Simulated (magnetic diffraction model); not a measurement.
**Magnetic neutron pattern of YbGa3Rh**

Space group Pm-3m (no. 221), a = 6.3560 Å.

| site | atom | x | y | z |
| --- | --- | --- | --- | --- |
| 3c | Yb | 0 | 1/2 | 1/2 |
| 3d | Rh | 1/2 | 0 | 0 |
| 8g | Ga | 0.2059 | 0.2059 | 0.2059 |
| 1b | Ga | 1/2 | 1/2 | 1/2 |

The compound is invented for this exercise: a known structure type with other elements, its cell scaled to their sizes and not relaxed.

Only Yb is taken to order (form factors of Yb3+); orders and moment sizes are assumed, and not adapted to the symmetry. Radiation: neutrons of λ = 2.0775 Å, 8° to 90°; isotropic B of 0.36 Å² (Yb), 0.38 Å² (Rh) and 0.54 Å² (Ga). Simulated constant-wavelength pattern: nuclear and magnetic terms add, the magnetic one as |2.695 fm × Σ f S⊥ exp(2πi Q·r) exp(−B s²)|², summed over all Q at one angle with the factor 1/(sin²θ cos θ). For collinear order S is the moment m, which repeats by lattice and centring translations R with the sign exp(−2πi k·R). Free-ion form factors, Sears's scattering lengths of 1992, no absorption; a label names one of the reflections at its angle. The strongest nuclear line in the range is 100, and lines under 0.2 are left out.

Assume the order k = (1/2 0 0), collinear moments along [001], 1.54 μB on Yb; signs + at (0, 1/2, 1/2), + at (1/2, 0, 1/2), + at (1/2, 1/2, 0).

Predict the pattern, nuclear and magnetic parts apart.

```tsv
2θ (°)	index	nuclear	magnetic
9.37	(1/2 0 0)	0.0	3.9
21.06	(1/2 1 0)	0.0	0.4
26.73	(1 1 0)	1.6	0.0
28.38	(3/2 0 0)	0.0	1.3
32.89	(1 1 1)	2.9	0.0
38.16	(2 0 0)	1.4	0.0
39.38	(3/2 1 1)	0.0	1.1
42.87	(2 1 0)	21.3	0.0
47.20	(2 1 1)	5.2	0.0
48.23	(5/2 0 0)	0.0	0.5
55.06	(2 2 0)	100.0	0.0
55.99	(5/2 1 1)	0.0	0.5
58.72	(3 0 0)	13.4	0.0
62.24	(3 1 0)	7.9	0.0
63.10	(5/2 2 0)	0.0	0.7
65.64	(3 1 1)	1.2	0.0
68.96	(2 2 2)	3.1	0.0
69.78	(7/2 0 0)	0.0	0.3
72.21	(3 2 0)	6.1	0.0
76.18	(7/2 1 1)	0.0	0.3
81.64	(4 0 0)	20.1	0.0
82.42	(7/2 2 0)	0.0	0.5
84.73	(4 1 0)	20.1	0.0
87.80	(4 1 1)	2.8	0.0
```

The strongest magnetic line in the range is (1/2 0 0) at 9.37° (3.9). On top of the Lorentz factor, which all lines share, magnetic lines fade with angle because f falls: for Yb3+ it is 0.97, 0.88, 0.76 and 0.51 at sin θ/λ = 0.1, 0.2, 0.3 and 0.5 Å⁻¹, while nuclear lengths stay constant. The order has no net moment.

[Logs are printed without paths, hosts, clocks, repeated set-up lines and the standing remarks that a program may print on its own settings, such as how far it seeks lower states.]
